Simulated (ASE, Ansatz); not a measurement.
**Be(10-11) slab with NO (184 atoms): geometry optimisation**

How does Be(10-11) slab with NO (184 atoms) relax, and what do bonds and levels look like afterwards?

Calculated with Ansatz 0.2.0; Kohn-Sham DFT, PBE+D4, PAW (set soft_2), plane waves.

Most raw output is cut from this account.

## (1) The starting structure

The cell holds 184 atoms: 180 Be, 2 N and 2 O. Its edges and angles: a = 11.430 Å, b = 12.753 Å, c = 25.579 Å, α = 90.0°, β = 90.0°, γ = 105.6°. It derives from Be (hcp). Hcp Be (a = 2.286 Å, c = 3.584 Å), (10-11) slab of 6 repeat layers, 5 x 3 surface cells, 14 Å of vacuum; atoms within 3.12 Å of the bottom held; 2 NO on hollow sites; displaced by a Gaussian of 0.03 Å. Regions: slab, 180 atoms (180 Be); NO adsorbates, 4 atoms (2 N and 2 O). Vacuum lies along c.

## (2) Single point at the start

The forces at the start show how far the geometry lies from a minimum of this functional.

File input.yaml:

```yaml
crystal:
  lattice:
    - [11.43, 0.0, 0.0]
    - [-3.429, 12.28331, 0.0]
    - [0.0, 0.0, 25.579]
  atoms:
    - { symbol: Be, position: [6.0e-05, 0.32941, 0.27428] }
    - { symbol: Be, position: [0.93729, 0.43673, 0.3275] }
    - { symbol: Be, position: [0.07633, 0.58694, 0.34221] }
    - { symbol: Be, position: [0.00708, 0.35319, 0.39658] }
    - { symbol: Be, position: [0.9542, 0.51422, 0.40863] }
    - { symbol: Be, position: [0.08301, 0.6125, 0.46349] }
    - { symbol: Be, position: [0.03283, 0.42879, 0.47646] }
    - { symbol: Be, position: [0.95563, 0.53022, 0.53518] }
    - { symbol: Be, position: [0.90383, 0.35662, 0.54376] }
    - { symbol: Be, position: [0.03783, 0.46342, 0.60216] }
    - { symbol: Be, position: [0.98446, 0.61115, 0.61291] }
    - { symbol: Be, position: [0.91335, 0.37969, 0.66979] }
    - { symbol: Be, position: [0.20059, 0.33325, 0.27318] }
    - { symbol: Be, position: [0.13272, 0.43938, 0.33121] }
    - { symbol: Be, position: [0.27705, 0.59163, 0.34072] }
    - { symbol: Be, position: [0.2052, 0.35507, 0.39873] }
    - { symbol: Be, position: [0.154, 0.51341, 0.40795] }
    - { symbol: Be, position: [0.28253, 0.61888, 0.4637] }
    - { symbol: Be, position: [0.23127, 0.43351, 0.47641] }
    - { symbol: Be, position: [0.1588, 0.53524, 0.53485] }
    - { symbol: Be, position: [0.10684, 0.35499, 0.54402] }
    - { symbol: Be, position: [0.23534, 0.45653, 0.6012] }
    - { symbol: Be, position: [0.1836, 0.61011, 0.61134] }
    - { symbol: Be, position: [0.11086, 0.3802, 0.66876] }
    - { symbol: Be, position: [0.40149, 0.33505, 0.2748] }
    - { symbol: Be, position: [0.32965, 0.43525, 0.33073] }
    - { symbol: Be, position: [0.4787, 0.59095, 0.34132] }
    - { symbol: Be, position: [0.40899, 0.35808, 0.39627] }
    - { symbol: Be, position: [0.35124, 0.5096, 0.40755] }
    - { symbol: Be, position: [0.48258, 0.61636, 0.46473] }
    - { symbol: Be, position: [0.42903, 0.43063, 0.47741] }
    - { symbol: Be, position: [0.3637, 0.53767, 0.53326] }
    [... 146 atom lines left out ...]
    - { symbol: Be, position: [0.78614, 0.94442, 0.61449] }
    - { symbol: Be, position: [0.71486, 0.71521, 0.66579] }
    - { symbol: "N", position: [0.58071, 0.60193, 0.67914] }
    - { symbol: O, position: [0.57842, 0.60082, 0.72836] }
    - { symbol: "N", position: [0.18324, 0.93832, 0.67896] }
    - { symbol: O, position: [0.18285, 0.93306, 0.72695] }
kpoints:
  mp_grid: { grid: [2, 2, 1] }
hamiltonian:
  xc: pbe
  dispersion: d4
scf:
  occupations: { method: methfessel_paxton, width: 0.15 }
output:
  forces: true
```

The run is started by

```bash
$ ansatz run input.yaml --threads 4 --pin off --max-ram 15872MiB --backend cpu --events-out ev --progress --plain --runs-dir out
```

Wall time 2.6 min (4 threads of Arm Neoverse V2, shared host); peak memory 9.9 GiB; 10 min of CPU time.

The program notes that the dispersion model switches parameters near this geometry and it cut back its work space to fit the memory limit.

The run gave:

```
free energy            : -18556.8922 eV
free energy per atom   : -100.8527 eV/atom
SCF cycles             : 11
r.m.s. force component : 0.4239 eV/Å
longest force          : 4.366 eV/Å
Fermi energy           : 0.5626 eV
```

The r.m.s. force component of 0.42 eV/Å sets the starting point.

Neighbours are counted within 2.73 Å (Be-Be), 2.17 Å (Be-N), 1.67 Å (N-O).

Length of the force by element and coordination:

```tsv
element	coordination	atoms	mean length of the force (eV/Å)	spread	least	most
Be	all	180	0.501	0.199	0.0994	1.22
Be	6	26	0.656	0.222	0.185	1.18
Be	7	4	0.780	0.0864	0.634	0.857
Be	10	28	0.456	0.138	0.197	0.703
Be	11	32	0.524	0.236	0.123	1.22
Be	12	90	0.45	0.159	0.0994	0.884
N	all	2	3.67	0.701	2.96	4.37
O	all	2	2.96	0.854	2.10	3.81
```

## (3) Relaxation

With the cell held, the atoms are moved downhill towards a nearby minimum.

input.yaml, the sections that differ from step 2:

```yaml
relax:
  f_tol: 0.03
  max_steps: 60
  constraints:
    - { sites: [0, 1, 2, 12, 13, 14, 24, 25, 26, 36, 37, 38, 48, 49, 50, 60, 61, 62, 72, 73, 74, 84, 85, 86, 96, 97, 98, 108, 109, 110, 120, 121, 122, 132, 133, 134, 144, 145, 146, 156, 157, 158, 168, 169, 170], fix: xyz }
# crystal, kpoints, hamiltonian, scf, output: as in step 2
```

It took 21 min on 4 threads; peak memory 10 GiB; 83 min of CPU time.

Notices of the run: relaxed geometry near dispersion switch.

The steps of the relaxation:

```tsv
step	energy less that of the first step (eV)	largest force component, free atoms (eV/Å)
1	0.0000	3.5306
2	-2.3621	3.3575
3	-4.3875	3.0410
4	-5.7795	2.5542
5	-6.9071	1.9867
6	-7.6394	1.5645
7	-8.3918	1.3835
8	-9.2906	1.2798
9	-10.2777	1.0055
10	-10.1753	3.1090
11	-10.5343	0.4400
12	-10.5750	0.1436
13	-10.5834	0.0870
14	-10.5877	0.0292
```

Relaxation step 10 was tried and not accepted.

The atoms that moved most (Å):

```tsv
atom	dx	dy	dz	length
O182	-0.005	-0.687	-0.703	0.983
Be48	0.017	0.936	-0.231	0.965
O184	-0.046	-0.736	-0.621	0.964
Be144	-0.011	0.888	-0.203	0.911
Be36	-0.045	0.622	-0.589	0.858
Be60	0.068	0.549	-0.652	0.855
Be12	0.012	0.523	-0.675	0.854
Be24	-0.006	0.528	-0.639	0.829
```

The relaxation changed the energy by -57.5 meV/atom, and atoms moved by 0.28 Å r.m.s., 0.98 Å at most.

## (4) Distances and neighbours after relaxation

Bonds before and after, by the cutoffs listed below:

```tsv
pair	bonds before	bonds after	mean before (Å)	mean after (Å)	spread before (Å)	spread after (Å)
Be-Be	945	958	2.256	2.242	0.052	0.080
Be-N	6	6	1.764	1.651	0.047	0.074
N-O	2	2	1.244	1.417	0.015	0.001
```

Normalised to the volume that the atoms fill. g(r), total and by pair (bins of 0.2 Å):

```tsv
r (Å)	total	Be-Be	Be-N	Be-O	N-N	N-O	O-O
1.40	0.04	0.00	0.00	0.00	0.00	179.00	0.00
1.60	0.10	0.00	3.16	1.62	0.00	0.00	0.00
1.80	0.03	0.00	1.32	0.00	0.00	0.00	0.00
2.00	0.25	0.26	0.00	0.00	0.00	0.00	0.00
2.20	7.00	7.33	0.00	0.00	0.00	0.00	0.00
2.40	0.84	0.87	0.71	0.00	0.00	0.00	0.00
2.60	0.13	0.12	0.00	0.61	0.00	0.00	0.00
2.80	0.11	0.09	0.24	1.05	0.00	0.00	0.00
3.00	0.44	0.43	1.18	0.21	0.00	0.00	0.00
3.20	1.28	1.30	0.76	1.39	0.00	0.00	0.00
3.40	0.17	0.16	0.00	0.67	0.00	0.00	0.00
3.60	0.71	0.69	2.13	0.00	0.00	0.00	0.00
3.80	1.61	1.67	0.29	0.00	0.00	0.00	0.00
4.00	1.95	2.02	0.25	0.50	0.00	0.00	0.00
4.20	1.88	1.96	0.23	0.11	0.00	0.00	0.00
4.40	0.55	0.56	0.10	0.52	0.00	0.00	0.00
4.60	0.68	0.66	1.03	1.04	0.00	0.00	0.00
4.80	0.23	0.20	1.38	0.45	0.00	0.00	0.00
5.00	0.73	0.75	0.00	0.56	0.00	0.00	0.00
5.20	0.82	0.83	0.22	0.97	0.00	0.00	0.00
5.40	1.19	1.22	1.11	0.00	0.00	0.00	0.00
5.60	1.01	1.03	0.51	0.51	0.00	0.00	0.00
5.80	1.23	1.26	1.07	0.24	0.00	0.00	0.00
6.00	1.75	1.80	0.34	0.39	0.00	0.00	0.00
6.20	0.21	0.20	0.21	0.69	0.00	0.00	0.00
6.40	0.75	0.75	0.59	1.03	0.00	8.87	0.00
6.60	0.28	0.26	0.96	0.47	0.00	0.00	0.00
6.80	0.67	0.68	0.39	0.52	0.00	0.00	0.00
```

Bonds by pair of elements; cutoffs follow the first minimum of g(r), held within bounds set by covalent radii, and pairs that aren't listed don't count as bonded:

```tsv
pair A-B	cutoff (Å)	bonds	mean length (Å)	spread (Å)	shortest (Å)	B about A	A about B
Be-Be	2.73	958	2.24	0.08	2.02	10.6	10.6
Be-N	2.12	6	1.65	0.074	1.59	0.033	3
Be-O	1.98	2	1.56	0.001	1.56	0.011	1
N-O	1.67	2	1.42	0.001	1.42	1	1
```

How many atoms have how many bonded neighbours:

```tsv
element	mean	2	4	6	7	8	10	11	12	13
Be	10.7	0	0	15	11	4	22	36	87	5
N	4	0	2	0	0	0	0	0	0	0
O	2	2	0	0	0	0	0	0	0	0
```

Bond length by coordination (bonds to H left out):

```tsv
element	coordination	atoms	mean bond length (Å)
Be	6	15	2.27
Be	7	11	2.19
Be	8	4	2.27
Be	10	22	2.24
Be	11	36	2.24
Be	12	87	2.23
Be	13	5	2.29
```

By these cutoffs 48 % of Be atoms have 12, all N atoms have 4 and all O atoms have 2 bonded neighbours.

## (5) Single point at the relaxed geometry

The electronic structure is read at the final geometry, in a run of its own.

File input.yaml:

```yaml
crystal:
  lattice:
    - [11.43, 0.0, 0.0]
    - [-3.429, 12.28331, 0.0]
    - [0.0, 0.0, 25.579]
  atoms:
    - { symbol: Be, position: [6.0e-05, 0.32941, 0.27428] }
    - { symbol: Be, position: [0.93729, 0.43673, 0.3275] }
    - { symbol: Be, position: [0.07633, 0.58694, 0.34221] }
    - { symbol: Be, position: [0.00846, 0.3633, 0.3958] }
    - { symbol: Be, position: [0.95293, 0.51355, 0.40814] }
    - { symbol: Be, position: [0.08565, 0.62285, 0.45846] }
    - { symbol: Be, position: [0.03077, 0.43764, 0.47461] }
    - { symbol: Be, position: [0.96348, 0.5502, 0.5211] }
    - { symbol: Be, position: [0.90841, 0.36118, 0.54217] }
    - { symbol: Be, position: [0.04417, 0.48481, 0.5829] }
    - { symbol: Be, position: [0.98793, 0.62215, 0.60964] }
    - { symbol: Be, position: [0.92721, 0.42226, 0.64339] }
    - { symbol: Be, position: [0.20059, 0.33325, 0.27318] }
    - { symbol: Be, position: [0.13272, 0.43938, 0.33121] }
    - { symbol: Be, position: [0.27705, 0.59163, 0.34072] }
    - { symbol: Be, position: [0.20885, 0.36203, 0.39677] }
    - { symbol: Be, position: [0.15463, 0.51434, 0.40906] }
    - { symbol: Be, position: [0.28723, 0.62294, 0.45893] }
    - { symbol: Be, position: [0.23201, 0.43898, 0.47431] }
    - { symbol: Be, position: [0.16499, 0.54984, 0.5214] }
    - { symbol: Be, position: [0.10901, 0.36401, 0.54094] }
    - { symbol: Be, position: [0.2406, 0.48026, 0.58348] }
    - { symbol: Be, position: [0.18368, 0.6222, 0.60939] }
    - { symbol: Be, position: [0.12321, 0.42315, 0.64377] }
    - { symbol: Be, position: [0.40149, 0.33505, 0.2748] }
    - { symbol: Be, position: [0.32965, 0.43525, 0.33073] }
    - { symbol: Be, position: [0.4787, 0.59095, 0.34132] }
    - { symbol: Be, position: [0.40739, 0.36114, 0.39576] }
    - { symbol: Be, position: [0.35422, 0.5151, 0.40759] }
    - { symbol: Be, position: [0.48588, 0.62245, 0.45926] }
    - { symbol: Be, position: [0.43112, 0.43987, 0.47301] }
    - { symbol: Be, position: [0.36432, 0.54923, 0.52299] }
    [... 146 atom lines left out ...]
    - { symbol: Be, position: [0.78006, 0.94678, 0.61078] }
    - { symbol: Be, position: [0.71904, 0.72574, 0.65647] }
    - { symbol: "N", position: [0.59202, 0.64577, 0.67385] }
    - { symbol: O, position: [0.56119, 0.54492, 0.70087] }
    - { symbol: "N", position: [0.1907, 0.97269, 0.67474] }
    - { symbol: O, position: [0.16087, 0.87317, 0.70269] }
kpoints:
  mp_grid: { grid: [2, 2, 1] }
hamiltonian:
  xc: pbe
  dispersion: d4
scf:
  occupations: { method: methfessel_paxton, width: 0.15 }
output:
  forces: true
  populations: true
  dos:
    method: { smearing: { sigma: 0.08 } }
    de: 0.1
    projected:
      site_lists: { Be: [Be], "N": ["N"], O: [O], NO_adsorbates: [180, 181, 182, 183] }
  eigenvalues: true
  write_density: true
  write_potential: true
  volumetric_format: npy
  elf: true
```

The job ended after 5.1 min (4 threads; peak memory 11 GiB; 20 min of CPU time).

The program notes that the exchange-correlation potential is rough where the density is thin.

Numbers from this run:

- free energy: -18567.4799 eV
- free energy per atom: -100.9102 eV/atom
- SCF cycles: 9
- r.m.s. force component: 0.163 eV/Å
- longest force: 0.9664 eV/Å
- Fermi energy: 0.5984 eV
- levels partly filled by over 2 per cent: 16
- potential in mid-vacuum, over the Fermi level: 4.508 eV
- potential 4.5 Å over the upper face: 4.522 eV
- potential 4.5 Å under the lower face: 4.492 eV
- spilling of the projection: 0.3361

Neighbours are counted within 2.73 Å (Be-Be), 2.12 Å (Be-N), 1.98 Å (Be-O), 1.67 Å (N-O), the cutoffs taken from the relaxation.

Length of the force by element and coordination:

```tsv
element	coordination	atoms	mean length of the force (eV/Å)	spread	least	most
Be	all	180	0.137	0.250	4.0e-4	0.966
Be	6	15	0.640	0.204	0.188	0.966
Be	7	11	0.0075	0.0033	0.0028	0.0147
Be	8	4	0.009	0.0042	0.0054	0.0158
Be	10	22	0.407	0.29	0.0029	0.780
Be	11	36	0.160	0.202	0.0012	0.673
Be	12	87	0.0027	0.0022	4.0e-4	0.016
Be	13	5	0.004	0.0018	0.0021	0.0064
N	all	2	0.0195	0.0096	0.0099	0.0291
O	all	2	0.0096	8.0e-4	0.0088	0.0104
```

By region:

```tsv
region	atoms	mean length of the force (eV/Å)
slab	180	0.137
NO adsorbates	4	0.015
```

States in the cell by windows of 1 eV, zero at the Fermi level; the larger projections on atomic orbitals stand beside the total:

```tsv
from (eV)	to (eV)	total	Be s
-14	-12	0.0	0.0
-12	-11	0.1	0.1
-11	-10	8.8	8.6
-10	-9	15.2	14.8
-9	-8	24.9	22.6
-8	-7	27.3	23.6
-7	-6	37.2	29.4
-6	-5	38.3	29.8
-5	-4	41.9	28.7
-4	-3	47.8	25.2
-3	-2	57.7	23.3
-2	-1	40.7	11.5
-1	0	35.7	10.2
0	1	35.2	10.8
1	2	36.0	10.6
2	3	57.4	18.3
3	4	53.3	11.2
4	5	65.9	11.5
```

The curve was stored every 0.100 eV, coarse against its broadening of 0.08 eV, so these counts are rough.

Between -22 and -14 eV lie 8 more states.

The levels nearest the highest filled one (over half full), pooled over k-points and spins:

```tsv
level less the highest filled one (eV)	occupation
-0.0565	1.70
-0.0445	1.59
-0.0332	1.49
-0.0116	1.27
-0.0075	1.22
0	1.14
0.0127	0.998
0.0387	0.71
0.0558	0.534
0.0696	0.405
0.0748	0.36
0.0896	0.245
```

Planar average of the electrostatic potential energy along the normal, with the Fermi level as zero, after a running mean with a triangular window 4 Å wide at its base:

```tsv
height (Å)	potential energy (eV)
0.0	4.51
0.7	4.50
1.4	4.50
2.1	4.49
2.8	4.48
3.7	4.44
4.4	4.24
5.1	3.43
5.8	1.85
6.5	-0.43
7.2	-3.01
8.0	-4.97
8.7	-6.56
9.4	-6.92
10.2	-7.36
10.9	-7.15
11.7	-7.34
12.4	-7.31
13.1	-7.23
13.8	-7.36
14.5	-7.07
15.2	-6.92
16.1	-5.32
16.8	-3.17
17.5	-0.30
18.2	2.07
18.9	3.63
19.6	4.31
20.3	4.50
21.0	4.53
21.7	4.53
22.6	4.52
23.3	4.52
24.0	4.51
24.7	4.51
25.4	4.51
```

ELF in the cb plane at fractional x = 0.191, with atoms of Be and N within 0.2 Å of it. It is the smooth field of the valence electrons, not physical close to the nuclei.

Ten even steps from '0' (0.00) to '9' (0.88), each cell a mean:
```
76545787655567875103893374100000000000000000
78766777555334664101676676653100000000000000
87632466555101467654213778996310000000000000
76411366566423677787415899974200000000000000
66655665346666653357633565421000000000000000
66666763114656663257875321000000000000000000
64112676445556777668999741000000000000000000
64002677665567776546888752100000000000000000
66446887655667763001466431000000000000000000
77767776655324664101332100000000000000000000
87632466664002576666542100000000000000000000
76411356666324666677653210000000000000000000
56655665346666642467766532100000000000000000
56666763114666664578888764100000000000000000
65212576445556777678999874200000000000000000
64101688765567776335898753100000000000000000
76545788655567763000365421000000000000000000
78767777555433565211232100000000000000000000
87632466555200377776431000000000000000000000
76511366566423577666653100000000000000000000
66655665346666664357875311000000000000000000
56666764114665665468864432100000000000000000
65212576445555677665435776310000000000000000
64001577765567887543567897300000000000000000
```
Columns run along c (16.0 Å, from fractional 0.35 to 0.98 of the cell), rows up along b (12.8 Å). Atoms in or near the plane, at fractional coordinates: Be at (0.40, 0.36), Be at (0.61, 0.62), Be at (0.40, 0.03), Be at (0.61, 0.30), Be at (0.39, 0.70), Be at (0.61, 0.95), N at (0.67, 0.97).

Electrostatic potential energy in the cb plane at fractional x = 0.191, with atoms of Be and N within 0.2 Å of it. With pseudopotentials it is smooth inside the atoms' cores, unlike the true potential.

Values in eV, 13 rows by 16 columns, each cell a mean:
```
 -2  -5  -1   0  -5  -2 -29 -15 -29   0   5   5   5   5   5   5
 -2 -19  -3  -2 -26  -5  -6  -1 -14 -16   5   5   5   5   5   5
 -1  -8  -5 -12  -2  -6 -13  -5  -5   3   5   5   5   5   5   5
 -9 -18  -4 -10  -2  -2  -3   0   1   4   5   5   5   5   5   5
 -6 -13  -1   0  -1  -1 -24  -7   4   5   5   5   5   5   5   5
 -1 -11  -2  -4 -25  -3 -12  -2   4   5   5   5   5   5   5   5
 -2 -17  -4  -5  -7  -7  -7  -1   2   4   5   5   5   5   5   5
 -4 -10  -6 -16  -1  -4  -4  -4   1   4   5   5   5   5   5   5
 -9 -22  -1   0   0  -1 -17  -5   4   5   5   5   5   5   5   5
 -1  -4  -1  -1 -14  -4 -18  -5   5   5   5   5   5   5   5   5
 -2 -22  -4  -1 -18  -5  -4   3   4   5   5   5   5   5   5   5
 -2  -5  -5 -18  -1  -2  -9  -1   1   4   5   5   5   5   5   5
-10 -25  -2  -4  -1  -1  -3  -4 -11   4   5   5   5   5   5   5
```
Columns run along c (16.0 Å, from fractional 0.35 to 0.98 of the cell; values clipped at the 3rd and 97th percentile), rows up along b (12.8 Å). Atoms in or near the plane, at fractional coordinates: Be at (0.40, 0.36), Be at (0.61, 0.62), Be at (0.40, 0.03), Be at (0.61, 0.30), Be at (0.39, 0.70), Be at (0.61, 0.95), N at (0.67, 0.97).

The potential stands 4.52 eV above the Fermi level over the upper face and 4.49 eV under the lower one, a reading of the work function, with no dipole correction.

Local excerpt of 10 atoms (numbers count through the whole input) about Be25, which has 6 bonded neighbours where the commonest count for Be is 12; x, y, z are measured from there.

```tsv
atom	x	y	z	distance (Å)	bonds	Fx	Fy	Fz (eV/Å)
Be25	0.00	0.00	0.00	0.00	6	-0.247	-0.236	-0.025
Be38	1.10	1.22	1.40	2.16	10	0.105	0.590	-0.175
Be26	-1.16	1.23	1.43	2.22	10	-0.101	0.415	-0.328
Be37	2.23	-0.03	0.02	2.23	6	0.329	-0.232	0.315
Be87	1.13	-0.97	1.69	2.25	11	-0.097	-0.317	0.148
Be13	-2.29	-0.02	-0.04	2.29	6	-0.324	-0.133	0.725
Be75	-1.18	-0.97	1.74	2.32	11	0.054	-0.233	-0.213
Be28	-0.02	0.32	3.09	3.11	12	0.000	0.001	-0.002
Be86	-0.04	-2.87	1.44	3.21	10	0.039	0.528	-0.247
Be27	0.01	3.14	1.70	3.57	11	-0.276	-0.295	-0.223
```

The column of bonds counts only the pairs Be-Be within 2.73 Å, Be-N within 2.12 Å, Be-O within 1.98 Å, N-O within 1.67 Å; other neighbours, such as metal atoms beside each other in a compound, aren't counted, and periodic images can show an atom twice.

## (6) Another try, on a changed input

The input is spoilt on purpose; the run shows how that looks.

This step: Kohn-Sham DFT, PBE+D4, PAW (set soft_2), localised support functions (medium) (Ansatz 0.2.0).

input.yaml, the sections that differ from step 5:

```yaml
scf:
  occupations: { method: methfessel_paxton, width: 0.15 }
  eigensolver: { kind: { support_functions: { accuracy: medium, radius: 2.0 } } }
  mixing: { beta: 0.2 }
  max_iter: 60
output:
  forces: true
# crystal, kpoints, hamiltonian: as in step 5
```

Elapsed: 3.8 s, on 4 threads; peak memory 0.55 GiB.

The program refuses radii under 3.17 Å for these atoms at this level.

## (7) Outcome

| Item | Value |
| --- | --- |
| energy change in the relaxation | -57.54 meV/atom |
| r.m.s. displacement | 0.278 Å |
| largest displacement | 0.983 Å |
| free energy per atom | -100.9102 eV/atom |
| r.m.s. force component | 0.163 eV/Å |
| potential in mid-vacuum, over the Fermi level | 4.508 eV |
| wall time of the 3 DFT runs | 29 min |

In words: Relaxation lowers the energy by 57.5 meV/atom and moves atoms by 0.28 Å r.m.s.; the r.m.s. force component goes from 0.42 to 0.16 eV/Å, held atoms included. By the final cutoffs 0 of 953 bonded pairs parted and 15 joined. From the first step to the last the energy fell by 10.588 eV, and the largest move was 0.98 Å (O182, with 2 other atoms within 2 % of it). The Be-N bonds go from 1.764 Å (spread 0.047) to 1.651 Å (spread 0.074). By these cutoffs 48 % of Be atoms have 12, all N atoms have 4 and all O atoms have 2 bonded neighbours. 16 levels are partly filled, by over 2 % (on the run's k-points): no clear gap opens at this level. Levels of broken or missing bonds inside a gap of the host would look the same. The potential stands 4.52 eV above the Fermi level over the upper face and 4.49 eV under the lower one, a reading of the work function, with no dipole correction.

Caveats: The program warns that the dispersion model switches its C6 values near this geometry, which can put artefacts into forces and pressure. The relaxed geometry lies near a switch of the dispersion model's C6 values, so it may be an artefact of their interpolation. 45 atoms were held in place, and force statistics include the forces on them.

[Logs are printed without paths, hosts, clocks, repeated set-up lines and the standing remarks that a program may print on its own settings, such as how far it seeks lower states.]

[Hosts, paths, dates, database ids (printed as entryN), source tags and the programs' standing remarks are cut or masked in the printed files.]
